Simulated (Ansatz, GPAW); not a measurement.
# CN/Hf(0001): work function by functional and basis, part 3 of 4

Wanted: work functions and dipole of CN/Hf(0001), with the cost of each level.

GPAW 26.7.0 and Ansatz 0.2.0; Ansatz plane waves; slab in vacuum with a dipole correction, relaxation (the session's first sound run).

So far, upper work function (eV): step 2 (relaxing the atoms, PBE) 7.36; step 3 (the slab's potential, PBE, GPAW) 7.30; step 4 (self-consistent run: xc = "RPBE") 7.15; step 5 (self-consistent run: xc = "vdW-DF2", GPAW, PAW setups, GPAW) 7.70.

## Step 6: Self-consistent run: xc = "revPBE"

Level of this step: GPAW, PAW setups; slab in vacuum (GPAW).

The same geometry under revPBE, to see how far the functional moves the levels against the vacuum.

The input, run.py:

```python
import json
import numpy as np
from ase import Atoms
from gpaw import GPAW, PW

slab = Atoms(
    ['Hf', 'Hf', 'Hf', 'Hf', 'C', 'N'],
    positions=[
        [3.20000, 1.84752, 7.00000],
        [0.00000, 0.00000, 9.53120],
        [3.20000, 1.84752, 12.15940],
        [0.00000, -0.00000, 14.61136],
        [1.60000, 0.92376, 16.10583],
        [1.60000, 0.92376, 17.29144]],
    cell=[[3.2, 0.0, 0.0], [1.6, 2.77128, 0.0], [0.0, 0.0, 24.47265]],
    pbc=[True, True, False])

slab.calc = GPAW(mode=PW(500), xc='revPBE', kpts={'size': (11, 11, 1), 'gamma': True},
                 occupations={'name': 'fermi-dirac', 'width': 0.1}, nbands='140%',
                 convergence={'density': 1e-05}, maxiter=200,
                 poissonsolver={'dipolelayer': 'xy'},
                 symmetry={'tolerance': 1e-3}, txt='slab.txt')
result = {}
energy = slab.get_potential_energy()
fermi = slab.calc.get_fermi_level()
v = slab.calc.get_electrostatic_potential().mean((0, 1)) - fermi
n = slab.calc.get_pseudo_density().mean((0, 1))
L = slab.cell[2, 2]
z = np.arange(len(v)) * L / len(v)
low, high = slab.positions[:, 2].min(), slab.positions[:, 2].max()
below, above = np.interp([low - 4.8, high + 4.8], z, v)
slopes = [np.interp(x, z, np.gradient(v, z)) for x in (low - 4.8, high + 4.8)]
eps = np.array([[slab.calc.get_eigenvalues(k, s) for k in range(len(slab.calc.get_ibz_k_points()))]
                for s in range(slab.calc.get_number_of_spins())]) - fermi
top, bottom = eps[eps < 0].max(), eps[eps > 0].min()
dipole = slab.get_dipole_moment()[2]
print(f'energy {energy:.4f} eV, Fermi level {fermi:.4f} eV, dipole {dipole:.5f} e A')
print(f'potential 4.8 A off the faces, from the Fermi level: lower {below:.4f} eV, upper {above:.4f} eV')
print(f'slope of the potential there: lower {slopes[0]:.5f}, upper {slopes[1]:.5f} eV/A')
print(f'nearest levels on the mesh: {top:.4f} and {bottom:.4f} eV')
print('magnetic moment', round(slab.get_magnetic_moment(), 3))
result.update(energy=energy, fermi=fermi, dipole=dipole, below=below, above=above, slopes=slopes, edges=[top, bottom],
              z=z.tolist(), v=v.tolist(), n=n.tolist(), positions=slab.positions.tolist(),
              forces=slab.get_forces(apply_constraint=False).tolist(), moments=slab.get_magnetic_moments().tolist())
json.dump(result, open('result.json', 'w'))
```

Run with:

```
> OMP_NUM_THREADS=1 OPENBLAS_NUM_THREADS=1 python run.py
```

What it wrote:

```text
energy -43.3213 eV, Fermi level 1.6917 eV, dipole -0.14169 e A
potential 4.8 A off the faces, from the Fermi level: lower 4.2707 eV, upper 7.1537 eV
slope of the potential there: lower -0.00339, upper 0.00035 eV/A
nearest levels on the mesh: -0.0061 and 0.0733 eV
magnetic moment 0.0
```

Run time: 2.7 min. Hardware: 1 thread of Arm Neoverse V1, shared host; peak memory 0.28 GiB.

Numbers from this step:

```
dipole along the normal                    : -0.1417 e·Å
levels nearest the Fermi level on the mesh : -0.006057, 0.07333 eV from the Fermi level
upper work function                        : 7.154 eV
lower work function                        : 4.271 eV
```

The upper face's work function is 7.154 eV, against 7.296 eV in the first plane-wave PBE run at this geometry.

## Step 7: Real-space grid: mode = "fd"

A real-space grid is a second complete basis, so it checks the plane-wave result.

run.py, as its differences from that of step 6:

```diff
@@ -3,3 +3,3 @@
 from ase import Atoms
-from gpaw import GPAW, PW
+from gpaw import GPAW
 
@@ -17,3 +17,3 @@
 
-slab.calc = GPAW(mode=PW(500), xc='revPBE', kpts={'size': (11, 11, 1), 'gamma': True},
+slab.calc = GPAW(mode='fd', h=0.18, xc='PBE', kpts={'size': (11, 11, 1), 'gamma': True},
                  occupations={'name': 'fermi-dirac', 'width': 0.1}, nbands='140%',
```

What it wrote:

```text
energy -45.8165 eV, Fermi level -5.8760 eV, dipole -0.14812 e A
potential 4.8 A off the faces, from the Fermi level: lower 4.3636 eV, upper 7.3873 eV
slope of the potential there: lower -0.00314, upper 0.00001 eV/A
nearest levels on the mesh: -0.0076 and 0.0713 eV
magnetic moment 0.0
```

Run time: 6.2 min. Hardware: 1 thread; peak memory 0.79 GiB.

This step gave:

```yaml
dipole_along_the_normal: -0.1481 e·Å
levels_nearest_the_fermi_level_on_the_mesh: -0.007563, 0.07126 eV from the Fermi level
upper_work_function: 7.387 eV
lower_work_function: 4.364 eV
```

The electrostatic potential energy of an electron (without an applied field's), less the Fermi level, planar mean oscillates, so the rows of the table below give means over windows of 1 Å about each position, cut where the curve ends. Its maxima inside the range that stand out by 2 % of the span (Å: eV): 8.3: -0.412, 10.9: -0.140, 13.4: -0.981, 15.6: -5.09, 16.7: 0.213. Its minima: 7.0: -22.8, 9.5: -22.7, 12.1: -22.6, 14.6: -22.6, 16.1: -9.61, 17.3: -7.88.

The electrostatic potential energy of an electron (without an applied field's), less the Fermi level, planar mean by z; means over each step:

```
z (Å)  electrostatic potential energy of an electron (without an applied field's), less the Fermi level, planar mean (eV)
    0                                                                                                                4.50
    1                                                                                                                4.36
    2                                                                                                                4.36
    3                                                                                                                4.35
    4                                                                                                                4.26
    5                                                                                                                3.41
    6                                                                                                               -2.99
    7                                                                                                               -18.6
    8                                                                                                               -3.38
    9                                                                                                               -11.4
   10                                                                                                               -12.9
   11                                                                                                               -1.93
   12                                                                                                               -17.7
   13                                                                                                               -5.61
   14                                                                                                               -9.92
   15                                                                                                               -15.0
   16                                                                                                               -6.58
   17                                                                                                               -3.29
   18                                                                                                                4.22
   19                                                                                                                7.31
   20                                                                                                                7.39
   21                                                                                                                7.39
   22                                                                                                                7.39
   23                                                                                                                7.39
   24                                                                                                                7.39
```

The upper face's work function is 7.387 eV, against 7.296 eV in the first plane-wave PBE run at this geometry.

## Step 8: Atomic orbitals: mode = "lcao"

Atom-centred orbitals end a few angstrom from the surface, which tests how much the density's tail matters.

run.py, as its differences from that of step 7:

```diff
@@ -17,4 +17,4 @@
 
-slab.calc = GPAW(mode='fd', h=0.18, xc='PBE', kpts={'size': (11, 11, 1), 'gamma': True},
-                 occupations={'name': 'fermi-dirac', 'width': 0.1}, nbands='140%',
+slab.calc = GPAW(mode='lcao', basis='dzp', h=0.18, xc='PBE', kpts={'size': (11, 11, 1), 'gamma': True},
+                 occupations={'name': 'fermi-dirac', 'width': 0.1}, nbands='120%',
                  convergence={'density': 1e-05}, maxiter=200,
```

What it wrote:

```text
energy -43.8380 eV, Fermi level -5.8335 eV, dipole -0.14454 e A
potential 4.8 A off the faces, from the Fermi level: lower 4.3585 eV, upper 7.3082 eV
slope of the potential there: lower -0.00118, upper 0.00000 eV/A
nearest levels on the mesh: -0.0081 and 0.0710 eV
magnetic moment 0.0
```

Run time: 17 min. Hardware: 1 thread; peak memory 0.42 GiB.

This step gave:

```yaml
dipole_along_the_normal: -0.1445 e·Å
levels_nearest_the_fermi_level_on_the_mesh: -0.008111, 0.07104 eV from the Fermi level
upper_work_function: 7.308 eV
lower_work_function: 4.358 eV
```

The upper face's work function is 7.308 eV, against 7.296 eV in the first plane-wave PBE run at this geometry.

## Step 9: The ladder

Times are for 1 thread of Arm Neoverse V1, shared host. The runs compared:

```
no.      run  upper work function (eV)  lower work function (eV)     time  memory (GiB)
  1       pw                     7.296                     4.365  2.6 min          0.28
  2     RPBE                     7.147                     4.261  2.5 min          0.28
  3  vdW DF2                     7.702                     4.605    3 min          0.49
  4   revPBE                     7.154                     4.271  2.7 min          0.28
  5       fd                     7.387                     4.364  6.2 min          0.79
  6     lcao                     7.308                     4.358   17 min          0.42
```

[end of part 3 of 4]

[Logs are printed without paths, hosts, clocks, repeated set-up lines and the standing remarks that a program may print on its own settings, such as how far it seeks lower states.]

[Hosts, paths, dates, database ids (printed as entryN), source tags and the programs' standing remarks are cut or masked in the printed files.]
